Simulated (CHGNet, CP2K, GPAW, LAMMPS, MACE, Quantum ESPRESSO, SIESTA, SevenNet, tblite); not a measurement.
# Which run comes nearest? Amorphous Si (114 atoms)

Density of this cell: 2.27 g/cm³. The cell holds 114 atoms: 114 Si. Its edges and angles: a = 13.280 Å, b = 13.280 Å, c = 13.280 Å, α = 90.0°, β = 90.0°, γ = 90.0°. 114 atoms (114 Si) placed at random at 2.27 g/cm³, melted at 3500 K for 10 ps at fixed volume with the Tersoff potential (Tersoff, Phys. Rev. B 39, 5566 (1989)). Quenched from 3500 K to 700 K at 10 K/ps and fixed volume, annealed at 1200 K for 20 ps, held 5 ps.

Geometry: as built.

The reference, a calculation:

* method: Kohn-Sham DFT, PBE, SSSP efficiency 1.3.0 pseudopotentials, plane waves (Quantum ESPRESSO 7.5); sssp-pbe-1.3.0-efficiency, cutoffs 45/360 Ry, Γ point
* r.m.s. force component: 0.8128 eV/Å
* longest force: 3.968 eV/Å
* pressure: 0.7543 GPa
* time: 5.9 min on 4 MPI ranks of Arm Neoverse V1, shared host
* CPU time: 24 min

Runs, in no order:
A. SevenNet 0 potential: machine-learned interatomic potential SevenNet 0, trained on PBE(+U) plane-wave data
B. CP2K PBE, TZVP-UZH, 350/50 Ry, diagonalisation: Kohn-Sham DFT, PBE, GTH-PBE pseudopotentials, Gaussian and plane waves, TZVP-MOLOPT (UZH set), diagonalisation
C. GPAW PBE, LCAO sz(dzp), h 0.2 Å: Kohn-Sham DFT, PBE, PAW, atomic orbitals (sz(dzp))
D. CP2K PBE, DZVP-UZH, 350/50 Ry, diagonalisation: Kohn-Sham DFT, PBE, GTH-PBE pseudopotentials, Gaussian and plane waves, DZVP-MOLOPT (UZH set), diagonalisation

**Question.** Rank the runs by how far their forces lie from the reference's, least first.

B, D, A, C.

```
                                              run  Δ force, r.m.s. (meV/Å)  share of r.m.s. force (%)  CPU time
B. CP2K PBE, TZVP-UZH, 350/50 Ry, diagonalisation                     24.9                       3.07    11 min
D. CP2K PBE, DZVP-UZH, 350/50 Ry, diagonalisation                     37.1                       4.56    11 min
                          A. SevenNet 0 potential                      239                       29.5     9.4 s
               C. GPAW PBE, LCAO sz(dzp), h 0.2 Å                      372                       45.8   2.1 min
```

Machine-learned potentials mimic data converged in k, so the reference's own k-point error enters their differences. The network of bonds at the start is that of the classical potential that made the cell, and needn't be the one that DFT or experiment would give. The electronic-structure runs sample only Γ, in a cell whose shortest periodic width is 13 Å, which is coarse for a cell with partly filled levels.

[Logs are printed without paths, hosts, clocks, repeated set-up lines and the standing remarks that a program may print on its own settings, such as how far it seeks lower states.]

[Hosts, paths, dates, database ids (printed as entryN), source tags and the programs' standing remarks are cut or masked in the printed files.]
